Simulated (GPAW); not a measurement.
# HfSi2As4 monolayer in an electric field, part 2 of 2

Wanted: the out-of-plane polarisability of HfSi2As4 monolayer.

GPAW 26.7.0; GPAW, PAW setups; layer in a repeated cell with vacuum, relaxation of atoms and in-plane cell (the session's first sound run).

So far, dipole along the normal (e·Å): step 2 (relaxing the atoms) -4.9e-4; step 3 (the slab's potential) 5.4e-4; step 4 (In a field) -0.166.

## (5) In a field

Level of this step: GPAW, PAW setups; slab in vacuum (GPAW).

File run.py:

```python
import json
import numpy as np
from ase import Atoms
from gpaw import GPAW, PW
from gpaw.external import ConstantElectricField

slab = Atoms(
    ['As', 'Si', 'As', 'Hf', 'As', 'Si', 'As'],
    positions=[
        [0.00000, -0.00000, 7.00000],
        [0.00000, 2.18877, 8.06924],
        [0.00000, 2.18877, 10.43153],
        [0.00000, -0.00000, 11.99856],
        [0.00000, 2.18877, 13.56561],
        [0.00000, 2.18877, 15.92790],
        [0.00000, -0.00000, 16.99714]],
    cell=[[3.79107, -0.0, 0.0], [-1.89553, 3.28316, 0.0], [0.0, 0.0, 23.9971]],
    pbc=[True, True, False])

slab.calc = GPAW(mode=PW(400), xc='PBE', kpts={'size': (9, 9, 1), 'gamma': True},
                 occupations={'name': 'fermi-dirac', 'width': 0.05}, nbands='200%',
                 convergence={'density': 1e-05}, maxiter=200,
                 poissonsolver={'dipolelayer': 'xy'},
                 external=ConstantElectricField(-0.1, [0, 0, 1]),
                 symmetry={'tolerance': 1e-3}, txt='slab.txt')
result = {}
energy = slab.get_potential_energy()
fermi = slab.calc.get_fermi_level()
v = slab.calc.get_electrostatic_potential().mean((0, 1)) - fermi
n = slab.calc.get_pseudo_density().mean((0, 1))
L = slab.cell[2, 2]
z = np.arange(len(v)) * L / len(v)
low, high = slab.positions[:, 2].min(), slab.positions[:, 2].max()
below, above = np.interp([low - 4.8, high + 4.8], z, v)
slopes = [np.interp(x, z, np.gradient(v, z)) for x in (low - 4.8, high + 4.8)]
eps = np.array([[slab.calc.get_eigenvalues(k, s) for k in range(len(slab.calc.get_ibz_k_points()))]
                for s in range(slab.calc.get_number_of_spins())]) - fermi
top, bottom = eps[eps < 0].max(), eps[eps > 0].min()
dipole = slab.get_dipole_moment()[2]
print(f'energy {energy:.4f} eV, Fermi level {fermi:.4f} eV, dipole {dipole:.5f} e A')
print(f'potential 4.8 A off the faces, from the Fermi level: lower {below:.4f} eV, upper {above:.4f} eV')
print(f'slope of the potential there: lower {slopes[0]:.5f}, upper {slopes[1]:.5f} eV/A')
print(f'nearest levels on the mesh: {top:.4f} and {bottom:.4f} eV')
print('magnetic moment', round(slab.get_magnetic_moment(), 3))
result.update(energy=energy, fermi=fermi, dipole=dipole, below=below, above=above, slopes=slopes, edges=[top, bottom],
              z=z.tolist(), v=v.tolist(), n=n.tolist(), positions=slab.positions.tolist(),
              forces=slab.get_forces(apply_constraint=False).tolist(), moments=slab.get_magnetic_moments().tolist())
json.dump(result, open('result.json', 'w'))
```

Started as:

```console
$ OMP_NUM_THREADS=1 OPENBLAS_NUM_THREADS=1 python run.py
```

The program printed:

```text
energy -38.5626 eV, Fermi level 0.7089 eV, dipole -0.08299 e A
potential 4.8 A off the faces, from the Fermi level: lower 4.4159 eV, upper 5.6223 eV
slope of the potential there: lower -0.00015, upper 0.00022 eV/A
nearest levels on the mesh: -0.1446 and 0.0375 eV
magnetic moment 0.0
```

The job ended after 3.3 min (1 thread of Intel Xeon Platinum 8488C (Sapphire Rapids), shared host; peak memory 0.44 GiB).

This step gave:

* dipole along the normal: -0.08299 e·Å
* levels nearest the Fermi level on the mesh: -0.1446, 0.03748 eV from the Fermi level
* potential below the slab, the applied field's own ramp left out: 4.416 eV from the Fermi level
* potential above the slab, the applied field's own ramp left out: 5.622 eV from the Fermi level

Electrostatic potential energy of an electron (without an applied field's), less the Fermi level, planar mean against z:

```
z (Å)  electrostatic potential energy of an electron (without an applied field's), less the Fermi level, planar mean (eV)
  0.0                                                                                                                5.02
  0.5                                                                                                                4.42
  1.0                                                                                                                4.42
  1.5                                                                                                                4.42
  2.0                                                                                                                4.42
  2.5                                                                                                                4.42
  3.0                                                                                                                4.42
  3.5                                                                                                                4.41
  4.0                                                                                                                4.41
  4.5                                                                                                                4.38
  5.0                                                                                                                4.27
  5.5                                                                                                                3.81
  6.0                                                                                                                2.00
  6.5                                                                                                               -4.50
  7.0                                                                                                               -13.6
  7.5                                                                                                               -10.0
  8.0                                                                                                               -10.8
  8.5                                                                                                               -4.87
  9.0                                                                                                                1.15
  9.5                                                                                                                1.48
 10.0                                                                                                               -4.86
 10.5                                                                                                               -11.5
 11.0                                                                                                               -5.43
 11.5                                                                                                               -8.76
 12.0                                                                                                               -16.0
 12.5                                                                                                               -8.61
 13.0                                                                                                               -5.26
 13.5                                                                                                               -11.2
 14.0                                                                                                               -4.41
 14.5                                                                                                                1.98
 15.0                                                                                                                1.70
 15.5                                                                                                               -4.25
 16.0                                                                                                               -10.1
 16.5                                                                                                               -9.19
 17.0                                                                                                               -12.7
 17.5                                                                                                               -3.40
 18.0                                                                                                                3.14
 18.5                                                                                                                4.99
 19.0                                                                                                                5.46
 19.5                                                                                                                5.58
 20.0                                                                                                                5.61
 20.5                                                                                                                5.62
 21.0                                                                                                                5.62
 21.5                                                                                                                5.62
 22.0                                                                                                                5.62
 22.5                                                                                                                5.62
 23.0                                                                                                                5.62
 23.5                                                                                                                5.62
```

The dipole is now -0.0830 e Å, against 5.4e-4 in the run without a field.

## (6) Field on

run.py, as its differences from that of step 5:

```diff
@@ -23,3 +23,3 @@
                  poissonsolver={'dipolelayer': 'xy'},
-                 external=ConstantElectricField(-0.1, [0, 0, 1]),
+                 external=ConstantElectricField(-0.05, [0, 0, 1]),
                  symmetry={'tolerance': 1e-3}, txt='slab.txt')
```

The program printed:

```text
energy -38.5595 eV, Fermi level 0.7092 eV, dipole -0.04149 e A
potential 4.8 A off the faces, from the Fermi level: lower 4.7168 eV, upper 5.3200 eV
slope of the potential there: lower -0.00016, upper 0.00020 eV/A
nearest levels on the mesh: -0.1447 and 0.0375 eV
magnetic moment 0.0
```

Run time: 3.5 min. Hardware: 1 thread; peak memory 0.44 GiB.

The electrostatic potential energy of an electron (without an applied field's), less the Fermi level, planar mean by z:

| z (Å) | electrostatic potential energy of an electron (without an applied field's), less the Fermi level, planar mean (eV) |
| --- | --- |
| 0.0 | 5.02 |
| 0.5 | 4.72 |
| 1.0 | 4.72 |
| 1.5 | 4.72 |
| 2.0 | 4.72 |
| 2.5 | 4.72 |
| 3.0 | 4.72 |
| 3.5 | 4.71 |
| 4.0 | 4.71 |
| 4.5 | 4.68 |
| 5.0 | 4.57 |
| 5.5 | 4.10 |
| 6.0 | 2.28 |
| 6.5 | -4.24 |
| 7.0 | -13.4 |
| 7.5 | -9.81 |
| 8.0 | -10.6 |
| 8.5 | -4.70 |
| 9.0 | 1.29 |
| 9.5 | 1.60 |
| 10.0 | -4.77 |
| 10.5 | -11.4 |
| 11.0 | -5.38 |
| 11.5 | -8.74 |
| 12.0 | -16.0 |
| 12.5 | -8.64 |
| 13.0 | -5.31 |
| 13.5 | -11.3 |
| 14.0 | -4.51 |
| 14.5 | 1.86 |
| 15.0 | 1.56 |
| 15.5 | -4.42 |
| 16.0 | -10.3 |
| 16.5 | -9.40 |
| 17.0 | -12.9 |
| 17.5 | -3.66 |
| 18.0 | 2.86 |
| 18.5 | 4.69 |
| 19.0 | 5.16 |
| 19.5 | 5.28 |
| 20.0 | 5.31 |
| 20.5 | 5.32 |
| 21.0 | 5.32 |
| 21.5 | 5.32 |
| 22.0 | 5.32 |
| 22.5 | 5.32 |
| 23.0 | 5.32 |
| 23.5 | 5.32 |

## (7) In a field

run.py, as its differences from that of step 6:

```diff
@@ -23,3 +23,3 @@
                  poissonsolver={'dipolelayer': 'xy'},
-                 external=ConstantElectricField(-0.05, [0, 0, 1]),
+                 external=ConstantElectricField(0.05, [0, 0, 1]),
                  symmetry={'tolerance': 1e-3}, txt='slab.txt')
```

The program printed:

```text
energy -38.5595 eV, Fermi level 0.7092 eV, dipole 0.04149 e A
potential 4.8 A off the faces, from the Fermi level: lower 5.3200 eV, upper 4.7168 eV
slope of the potential there: lower -0.00020, upper 0.00016 eV/A
nearest levels on the mesh: -0.1447 and 0.0375 eV
magnetic moment 0.0
```

Elapsed: 3.2 min, on 1 thread; peak memory 0.44 GiB.

## (8) Field on

run.py, as its differences from that of step 7:

```diff
@@ -23,3 +23,3 @@
                  poissonsolver={'dipolelayer': 'xy'},
-                 external=ConstantElectricField(0.05, [0, 0, 1]),
+                 external=ConstantElectricField(0.1, [0, 0, 1]),
                  symmetry={'tolerance': 1e-3}, txt='slab.txt')
```

The program printed:

```text
energy -38.5626 eV, Fermi level 0.7089 eV, dipole 0.08297 e A
potential 4.8 A off the faces, from the Fermi level: lower 5.6222 eV, upper 4.4159 eV
slope of the potential there: lower -0.00022, upper 0.00015 eV/A
nearest levels on the mesh: -0.1446 and 0.0375 eV
magnetic moment 0.0
```

Elapsed: 3.1 min, on 1 thread; peak memory 0.43 GiB.

The dipole is now 0.0830 e Å, against 5.4e-4 in the run without a field.

## (9) Field on

run.py, as its differences from that of step 8:

```diff
@@ -23,3 +23,3 @@
                  poissonsolver={'dipolelayer': 'xy'},
-                 external=ConstantElectricField(0.1, [0, 0, 1]),
+                 external=ConstantElectricField(0.2, [0, 0, 1]),
                  symmetry={'tolerance': 1e-3}, txt='slab.txt')
```

The program printed:

```text
energy -38.5751 eV, Fermi level 0.7077 eV, dipole 0.16598 e A
potential 4.8 A off the faces, from the Fermi level: lower 6.2282 eV, upper 3.8152 eV
slope of the potential there: lower -0.00027, upper 0.00012 eV/A
nearest levels on the mesh: -0.1445 and 0.0374 eV
magnetic moment 0.0
```

Wall time 3 min (1 thread); peak memory 0.43 GiB.

The dipole is now 0.166 e Å, against 5.4e-4 in the run without a field.

## (10) In a field

run.py, as its differences from that of step 9:

```diff
@@ -23,3 +23,3 @@
                  poissonsolver={'dipolelayer': 'xy'},
-                 external=ConstantElectricField(0.2, [0, 0, 1]),
+                 external=ConstantElectricField(0.3, [0, 0, 1]),
                  symmetry={'tolerance': 1e-3}, txt='slab.txt')
```

The program printed:

```text
energy -38.5958 eV, Fermi level 0.7057 eV, dipole 0.24904 e A
potential 4.8 A off the faces, from the Fermi level: lower 6.8363 eV, upper 3.2159 eV
slope of the potential there: lower -0.00034, upper 0.00010 eV/A
nearest levels on the mesh: -0.1443 and 0.0373 eV
magnetic moment 0.0
```

It took 3.1 min on 1 thread; peak memory 0.43 GiB.

Electrostatic potential energy of an electron (without an applied field's), less the Fermi level, planar mean against z:

```csv
z (Å),"electrostatic potential energy of an electron (without an applied field's), less the Fermi level, planar mean (eV)"
0.0,5.03
0.5,6.84
1.0,6.84
1.5,6.84
2.0,6.84
2.5,6.84
3.0,6.84
3.5,6.83
4.0,6.82
4.5,6.79
5.0,6.66
5.5,6.15
6.0,4.24
6.5,-2.41
7.0,-11.7
7.5,-8.31
8.0,-9.32
8.5,-3.54
9.0,2.30
9.5,2.45
10.0,-4.08
10.5,-10.9
11.0,-5.04
11.5,-8.58
12.0,-16.0
12.5,-8.80
13.0,-5.64
13.5,-11.8
14.0,-5.20
14.5,1.01
15.0,0.550
15.5,-5.58
16.0,-11.6
16.5,-10.9
17.0,-14.6
17.5,-5.49
18.0,0.893
18.5,2.65
19.0,3.08
19.5,3.19
20.0,3.21
20.5,3.21
21.0,3.22
21.5,3.22
22.0,3.22
22.5,3.22
23.0,3.22
23.5,3.22
```

The dipole is now 0.249 e Å, against 5.4e-4 in the run without a field.

## (11) The series

The members are put on one axis.

This step: induced dipole against applied field (GPAW 26.7.0).

Dipole along the normal against field:

| field (V/Å) | dipole along the normal (e·Å) |
| --- | --- |
| -0.200 | -0.166 |
| -0.100 | -0.0830 |
| -0.050 | -0.0415 |
| 0.000 | 5.4e-4 |
| 0.050 | 0.0415 |
| 0.100 | 0.0830 |
| 0.200 | 0.166 |
| 0.300 | 0.249 |

## (12) A changed run

One more run, with changed settings.

This step: GPAW, PAW setups; slab in vacuum (GPAW 26.7.0).

run.py, as its differences from that of step 10:

```diff
@@ -4,3 +4,2 @@
 from gpaw import GPAW, PW
-from gpaw.external import ConstantElectricField
 
@@ -19,7 +18,6 @@
 
-slab.calc = GPAW(mode=PW(400), xc='PBE', kpts={'size': (9, 9, 1), 'gamma': True},
+slab.calc = GPAW(mode=PW(60), xc='PBE', kpts={'size': (9, 9, 1), 'gamma': True},
                  occupations={'name': 'fermi-dirac', 'width': 0.05}, nbands='200%',
-                 convergence={'density': 1e-05}, maxiter=200,
+                 convergence={'density': 1e-05}, maxiter=100,
                  poissonsolver={'dipolelayer': 'xy'},
-                 external=ConstantElectricField(0.3, [0, 0, 1]),
                  symmetry={'tolerance': 1e-3}, txt='slab.txt')
```

The program printed:

```text
energy 19.6492 eV, Fermi level 1.0158 eV, dipole 0.00055 e A
potential 4.8 A off the faces, from the Fermi level: lower 5.2786 eV, upper 5.2672 eV
slope of the potential there: lower -0.05648, upper 0.05649 eV/A
nearest levels on the mesh: -0.1991 and 0.0561 eV
magnetic moment 0.0
```

Run time: 9.6 s. Hardware: 1 thread; peak memory 0.13 GiB.

The run finished. A setting was moved off its sound value on purpose, so it serves as a test and not as the result.

The fault put into the input: a cutoff far too low (ecut = 60).

## (13) Summary of results

```yaml
work_function_upper_and_lower_face: 5.013 and 5.024 eV
dipole_along_the_normal: 5.4e-4 e Å, near the numerical noise
induced_dipole_per_field: 0.830 e Å per V/Å
out_of_plane_polarisability_per_area_alpha_eps_0_a: 12.1 Å
```

The field induces 0.830 e Å per V/Å, a polarisable thickness α/(ε0 A) of 12.1 Å beside 10.00 Å between the outermost nuclei. A perfect conductor would give the distance between its two image planes; a dielectric of thickness t gives t(1 - 1/ε). The induced dipole is linear in the field over this range. The starting lattice was a guess from atomic radii; the relaxation moved it by 4 %. The small printed dipole stands for a step of -7.8 meV from the lower to the upper face, and the probes find -11 meV; values this small are near the numerical noise of both. The layer's cell and atoms come from the relaxation; spin-orbit coupling and temperature are left out.

[Logs are printed without paths, hosts, clocks, repeated set-up lines and the standing remarks that a program may print on its own settings, such as how far it seeks lower states.]

[Hosts, paths, dates, database ids (printed as entryN), source tags and the programs' standing remarks are cut or masked in the printed files.]
